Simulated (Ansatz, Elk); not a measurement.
## MgFe4: X-ray structure factors from the self-consistent density

The structure of MgFe4 used here is made up (a known structure type with other elements) and was relaxed beforehand with PBEsol. The aim is the Fourier transform of its all-electron density, F(hkl), set beside the sum over free spherical atoms that refinements use.

Calculated with Elk 11.2.3 (patched build); DFT, PBE, all-electron APW+lo, Dirac cores, scalar-relativistic bands, static density, ferromagnetic start.

The structure was built from a prototype and need not be the compound's stable phase.

### 1. The starting structure

The structure is tetragonal, space group I4/mmm (No. 139). Conventional cell: a = 3.676 Å, b = 3.676 Å, c = 9.268 Å, α = 90.00°, β = 90.00°, γ = 90.00°. Nearest to Fe lie 5 Fe at 2.04 to 2.25 Å and 4 Mg at 2.79 Å. Nearest to Fe lie 8 Fe at 2.25 to 2.60 Å and 4 Mg at 2.96 Å. Nearest to Mg lie 16 Fe at 2.79 to 2.96 Å. Farther neighbours are not listed.

### 2. Ground state and structure factors

An all-electron density is needed, since X-rays see the cores too. Task 0 finds the density and task 195 Fourier-transforms it; tshift is off so that phases refer to the origin typed.

The input, elk.in:

```
tasks
  0
  195
  196

xctype
  20

spinpol
  .true.

rgkmax
  7.0

gmaxvr
  14.0

lmaxo
  7

lmaxapw
  8

swidth
  0.002

tshift
  .false.

ramdisk
  .false.

hmaxvr
  5.5

maxscl
  120

epspot
  1e-06

reducebf
  0.8

sppath
  './'

avec
  -3.47296395997 3.47296395997 8.75704998988
  3.47296395997 -3.47296395997 8.75704998988
  3.47296395997 3.47296395997 -8.75704998988

atoms
  2
  'Fe.in'
  4
  0.6099910041 0.6099910041 -0.0000000000   0.000000 0.000000 0.000000
  0.3900089959 0.3900089959 -0.0000000000   0.000000 0.000000 0.000000
  0.2500000000 0.7500000000 0.5000000000   0.000000 0.000000 -0.065000
  0.7500000000 0.2500000000 0.5000000000   0.000000 0.000000 -0.065000
  'Mg.in'
  1
  0.0000000000 0.0000000000 0.0000000000   0.000000 0.000000 0.000000

ngridk
  7 7 7
```

Started as:

```sh
$ OMP_NUM_THREADS=4 elk
```

Numbers of over 12 decimals in the logs are rounded to 6 here.

The program printed:

```text
┌─────────────────────────┐
│ Elk code version 11.2.3 │
└─────────────────────────┘

All units are atomic (Hartree, Bohr, etc.)

┌─────────────────────────────────────────────────┐
│ Ground-state run starting from atomic densities │
└─────────────────────────────────────────────────┘

Lattice vectors :
  -3.472963960       3.472963960       8.757049990
   3.472963960      -3.472963960       8.757049990
   3.472963960       3.472963960      -8.757049990

Reciprocal lattice vectors :
  0.1178740181E-16  0.9045854463      0.3587501107
  0.9045854463      0.1178740181E-16  0.3587501107
  0.9045854463      0.9045854463      0.7148495196E-17

Unit cell volume      :    422.4918866
Brillouin zone volume :   0.5871123715

Muffin-tin inner radius fraction :   0.1000000000E-01

Nuclei treated as point charges

Species : 1 (Fe)
 parameters loaded from : Fe.in
 name : iron
 nuclear charge    :   -26.00000000
 electronic charge :    26.00000000
 atomic mass :    101799.2075
 muffin-tin radius :    1.901393443
 number of radial points in muffin-tin :    993
 inner part over the whole radius :   0.9962881755E-02
 number on inner part of muffin-tin    :    696
 approximate nuclear radius :   0.7160107270E-04
 number of mesh points to nuclear radius :    337
 atomic positions (lattice), magnetic fields (Cartesian) :
  1 :  -0.39000900 -0.39000900  0.00000000    0.00000000  0.00000000  0.00000000
  2 :   0.39000900  0.39000900  0.00000000    0.00000000  0.00000000  0.00000000
  3 :   0.25000000 -0.25000000  0.50000000    0.00000000  0.00000000 -0.06500000
  4 :  -0.25000000  0.25000000  0.50000000    0.00000000  0.00000000 -0.06500000

Species : 2 (Mg)
 parameters loaded from : Mg.in
 name : magnesium
 nuclear charge    :   -12.00000000
 electronic charge :    12.00000000
 atomic mass :    44305.30466
 muffin-tin radius :    2.200000000
 number of radial points in muffin-tin :    793
 inner part over the whole radius :   0.9941530515E-02
 number on inner part of muffin-tin    :    552
 approximate nuclear radius :   0.5710277704E-04
 number of mesh points to nuclear radius :    241
 atomic positions (lattice), magnetic fields (Cartesian) :
  1 :   0.00000000  0.00000000  0.00000000    0.00000000  0.00000000  0.00000000

Total number of atoms per unit cell :    5
Total muffin-tin volume :    159.7789235
 ratio of muffin-tin to unit cell volume :   0.3781822293

Spin treatment :
 spin-polarised
 global magnetic field (Cartesian) :    0.000000000       0.000000000       0.000000000
 collinear magnetisation in z-direction

Number of Bravais lattice symmetries :   16
Number of crystal symmetries         :   16
Crystal has inversion symmetry
Real symmetric eigensolver will be used

k-point grid :      7     7     7
k-point offset :    0.000000000       0.000000000       0.000000000
k-point set is reduced with full crystal symmetry group
Total number of k-points :       40

Muffin-tin radius times maximum |G+k| :    7.000000000
 using average radius
Maximum |G+k| for APW functions       :    3.569398469
Maximum (1/2)|G+k|²                   :    6.370302713
Maximum |G| for potential and density :    14.00000000
Constant for pseudocharge density :    8
 order of it for each species :   15  15
 order of it for pair densities of each species (exact exchange by exxq0 0: 16) :    9  12
Radial integration step length :    1

G-vector grid sizes :     45    45    45
Number of G-vectors :    19507

Maximum angular momentum used for
 APW functions            :    8
 outer part of muffin-tin :    7
 inner part of muffin-tin :    2

Total nuclear charge    :   -116.0000000
Total core charge       :    42.00000000
Total valence charge    :    74.00000000
Total excess charge     :    0.000000000
Total electronic charge :    116.0000000

Effective Wigner radius, rₛ :   0.9544589578

Number of empty states         :     60
Total number of valence states :    196
Total number of core states    :     42

Third-order local-orbitals added for an l without core states : T
[...]
atom 1                    :   0.6713081171E-01
[...]
species : 2 (Mg)
[...]
total in muffin-tins        :    4.419078618
 total moment                :    4.496134993

RMS change in Kohn-Sham potential (target) :    3.169046632     (  0.1000000000E-05)
Absolute change in total energy (target)   :   0.1394510306E-01 (  0.1000000000E-03)

[... loops 3 to 24 left out ...]

┌──────────────────┐
│ Loop number : 25 │
└──────────────────┘

Energies :
 Fermi                       :     0.335443
 sum of occupied eigenvalues :     -3047.8376876302
 electron kinetic            :      5361.2148145508
 core electron kinetic       :      4734.0094292532
 Coulomb                     :     -10412.425437291
 Coulomb potential           :     -8097.3361329269
 nuclear-nuclear             :     -860.90270896558
 electron-nuclear            :     -11033.224645133
 Hartree                     :      1481.7019168066
 Madelung                    :     -6363.7573708280
 xc potential                :     -311.63644815259
 xc effective B-field        :    -0.79920028845632E-01
 external B-field            :      0.000000
 exchange                    :     -234.89778323626
 correlation                 :     -5.307342
 electron entropic           :    -0.18410541493166E-02
 total energy                :     -5291.4175895062
 (external B-field energy excluded from total)

Density of states at Fermi energy :    138.1085161
 (states/Hartree/unit cell)

Estimated indirect band gap :   0.1516552677E-03
 from k-point 15 to k-point 9
Estimated direct band gap   :   0.1919327755E-02
 at k-point 38

Charges :
 core                        :    42.00000000
 valence                     :    74.00000000
 interstitial                :    9.760928984
 muffin-tins (core leakage)
  species : 1 (Fe)
[...]
species : 2 (Mg)
[...]
total in muffin-tins        :    106.2390710
 total calculated charge     :    115.9997749
 total charge                :    116.0000000
 error                       :   0.2250592476E-03

Moments :
 interstitial                :   0.7754089275E-02
 muffin-tins
  species : 1 (Fe)
[...]
species : 2 (Mg)
[...]
total in muffin-tins        :    2.889149386
 total moment                :    2.896903475

RMS change in Kohn-Sham potential (target) :   0.6269203163E-06 (  0.1000000000E-05)
Absolute change in total energy (target)   :   0.5155356666E-04 (  0.1000000000E-03)

Convergence targets achieved

┌──────────────────┐
│ Loop number : 26 │
└──────────────────┘

Energies :
 Fermi                       :     0.335443
 sum of occupied eigenvalues :     -3047.8376782888
 electron kinetic            :      5361.2147980801
 core electron kinetic       :      4734.0094152038
 Coulomb                     :     -10412.425442169
 Coulomb potential           :     -8097.3361250015
 nuclear-nuclear             :     -860.90270896558
 electron-nuclear            :     -11033.224663023
 Hartree                     :      1481.7019298196
 Madelung                    :     -6363.7573796681
 xc potential                :     -311.63642733225
 xc effective B-field        :    -0.79919048671342E-01
 external B-field            :      0.000000
 exchange                    :     -234.89778322339
 correlation                 :     -5.307343
 electron entropic           :    -0.18411317591660E-02
 total energy                :     -5291.4176109900
 (external B-field energy excluded from total)

Density of states at Fermi energy :    138.1157126
 (states/Hartree/unit cell)

Estimated indirect band gap :   0.1508566160E-03
 from k-point 15 to k-point 9
Estimated direct band gap   :   0.1917728616E-02
 at k-point 38

Charges :
 core                        :    42.00000000
 valence                     :    74.00000000
 interstitial                :    9.760928127
 muffin-tins (core leakage)
  species : 1 (Fe)
[...]
atom 3                    :    23.87699650     ( -0.2118802129E-06)
   atom 4                    :    23.87699650     ( -0.2118802129E-06)
  species : 2 (Mg)
   atom 1                    :    10.54597132     ( -0.9828258696E-07)
 total in muffin-tins        :    106.2390719
 total calculated charge     :    115.9997749
 total charge                :    116.0000000
 error                       :   0.2250620644E-03

Moments :
 interstitial                :   0.7745405841E-02
 muffin-tins
  species : 1 (Fe)
[...]
atom 3                    :    1.247256921
   atom 4                    :    1.247256921
  species : 2 (Mg)
   atom 1                    :  -0.1923343359E-01
 total in muffin-tins        :    2.889250654
 total moment                :    2.896996060

┌──────────────────────────────┐
│ Self-consistent loop stopped │
└──────────────────────────────┘

Wrote STATE.OUT
```

Wall time 7.6 min (4 threads of Arm Neoverse V2, shared host); peak memory 0.47 GiB; 30 min of CPU time.

SFACRHO.OUT:

```text

h k l indices transformed by vhmat matrix:
   1.000000000       0.000000000       0.000000000    
   0.000000000       1.000000000       0.000000000    
   0.000000000       0.000000000       1.000000000    

      h      k      l  multipl.   |H|            Re(F)            Im(F)           |F|

      0      0      0      1   0.0000000       116.00000      0.32328508E-16   116.00000    
     -1     -1      1      2  0.71750022      -28.071746      0.49625699E-14   28.071746    
      1      0     -1      8  0.97312716      -24.615362      0.38310376E-17   24.615362    
      1     -1      0      4   1.2792770       8.7804728      0.97009502E-15   8.7804728    
     -1     -2      2      8   1.4059124       27.462930      0.11679285E-13   27.462930    
     -2     -2      2      2   1.4350004       11.139873     -0.90678996E-14   11.139873    
      1      1      0      8   1.4667502       54.113450     -0.17967191E-13   54.113450    
     -1      1     -1      4   1.8091709       77.652742      0.19258974E-13   77.652742    
      3      1     -2      8   1.9224401      -57.743737      0.67007625E-14   57.743737    
      0     -2      0      8   1.9462543      -19.723455     -0.14998373E-13   19.723455    
     -3     -2      2      8   2.0089340       38.704094      0.29322833E-13   38.704094    
      2     -1     -1     16   2.0542823      -17.814959      0.29138798E-14   17.814959    
      3      3     -3      2   2.1525007      -41.431090      0.73893307E-13   41.431090    
      1      2      0     16   2.2912200       21.412240     -0.11735401E-13   21.412240    
     -3     -1      3      8   2.3091829       9.0442474      0.23178545E-14   9.0442474    
     -2     -4      3      8   2.5039586       19.891666     -0.11353750E-13   19.891666    
      0      0     -2      4   2.5585540       63.129192      0.32179840E-13   63.129192    
     -1     -1     -1      8   2.6572552      -16.193531     -0.28049647E-13   16.193531
```

Elk indexes on the primitive cell of elk.in and gives |H| = 4π sin θ/λ in inverse bohr. Below, one row stands for each form hkl of the conventional cell (m members, Friedel mates merged), F is for one primitive cell and the density is static (no thermal factor). Free-atom factors are Waasmaier and Kirfel's, and R is Σm||F|−|F'||/Σm|F|.

```csv
hkl,m,sin θ/λ (Å⁻¹),"abs F, DFT",neutral atoms,diff.
002,2,0.108,28.072,27.700,+0.372
101,8,0.146,24.615,24.274,+0.341
110,4,0.192,8.780,8.844,-0.063
103,8,0.211,27.463,27.515,-0.052
004,2,0.216,11.140,11.265,-0.125
112,8,0.221,54.114,54.405,-0.292
200,4,0.272,77.653,78.339,-0.686
114,8,0.289,57.744,58.365,-0.622
202,8,0.293,19.724,20.046,-0.322
105,8,0.302,38.704,39.141,-0.437
211,16,0.309,17.815,18.040,-0.224
006,2,0.324,41.431,42.038,-0.607
213,16,0.345,21.412,21.705,-0.293
204,8,0.347,9.044,9.003,+0.041
116,8,0.377,19.892,19.915,-0.023
220,4,0.385,63.129,63.383,-0.254
222,8,0.400,16.194,16.311,-0.117
107,8,0.401,2.647,2.729,-0.083
```

### 3. The magnetisation density

The same run holds the spin density, and task 196 transforms it. The order is that of the start, and no other was tried.

SFACMAG_1.OUT:

```text

h k l indices transformed by vhmat matrix:
   1.000000000       0.000000000       0.000000000    
   0.000000000       1.000000000       0.000000000    
   0.000000000       0.000000000       1.000000000    

      h      k      l  multipl.   |H|            Re(F)            Im(F)           |F|

      0      0      0      1   0.0000000       2.8969962      0.48254972E-17   2.8969962    
     -1     -1      1      2  0.71750022      -2.2547984      0.22282723E-15   2.2547984    
      1      0     -1      8  0.97312716     -0.28166790     -0.24524321E-18  0.28166790    
      1     -1      0      4   1.2792770      -1.6126511      0.80262025E-17   1.6126511    
     -1     -2      2      8   1.4059124      0.10799497      0.18470134E-15  0.10799497    
     -2     -2      2      2   1.4350004       1.4626678     -0.47352163E-15   1.4626678    
      1      1      0      8   1.4667502       1.8345275     -0.79565081E-15   1.8345275    
     -1      1     -1      4   1.8091709       1.5502114      0.77524570E-15   1.5502114    
      3      1     -2      8   1.9224401      -1.6433585      0.25712383E-15   1.6433585    
      0     -2      0      8   1.9462543      -1.2428928     -0.56862370E-15   1.2428928    
     -3     -2      2      8   2.0089340      0.37754860      0.27407768E-15  0.37754860    
      2     -1     -1     16   2.0542823     -0.13406376      0.26491407E-18  0.13406376    
      3      3     -3      2   2.1525007      -1.4934283      0.21019536E-14   1.4934283    
      1      2      0     16   2.2912200      0.11465224     -0.27685851E-15  0.11465224    
     -3     -1      3      8   2.3091829      0.81735306      0.75467970E-16  0.81735306    
     -2     -4      3      8   2.5039586      0.79182738      0.29047445E-15  0.79182738
```

The total moment is 2.90 μB a cell; sphere moments: Fe1 +0.21, Fe2 +0.21, Fe3 +1.25, Fe4 +1.25, Mg5 -0.02 μB. Polarised neutrons measure spin and orbital magnetisation together; without spin-orbit coupling the run gives the spin part:

```csv
hkl,sin θ/λ (Å⁻¹),abs F_M (μB)
002,0.108,2.255
101,0.146,0.282
110,0.192,1.613
103,0.211,0.108
004,0.216,1.463
112,0.221,1.835
200,0.272,1.550
114,0.289,1.643
202,0.293,1.243
105,0.302,0.378
211,0.309,0.134
006,0.324,1.493
213,0.345,0.115
204,0.347,0.817
```

(Part 1 of 2 ends here.)

[Logs are printed without paths, hosts, clocks, repeated set-up lines and the standing remarks that a program may print on its own settings, such as how far it seeks lower states.]

[Hosts, paths, dates, database ids (printed as entryN), source tags and the programs' standing remarks are cut or masked in the printed files.]
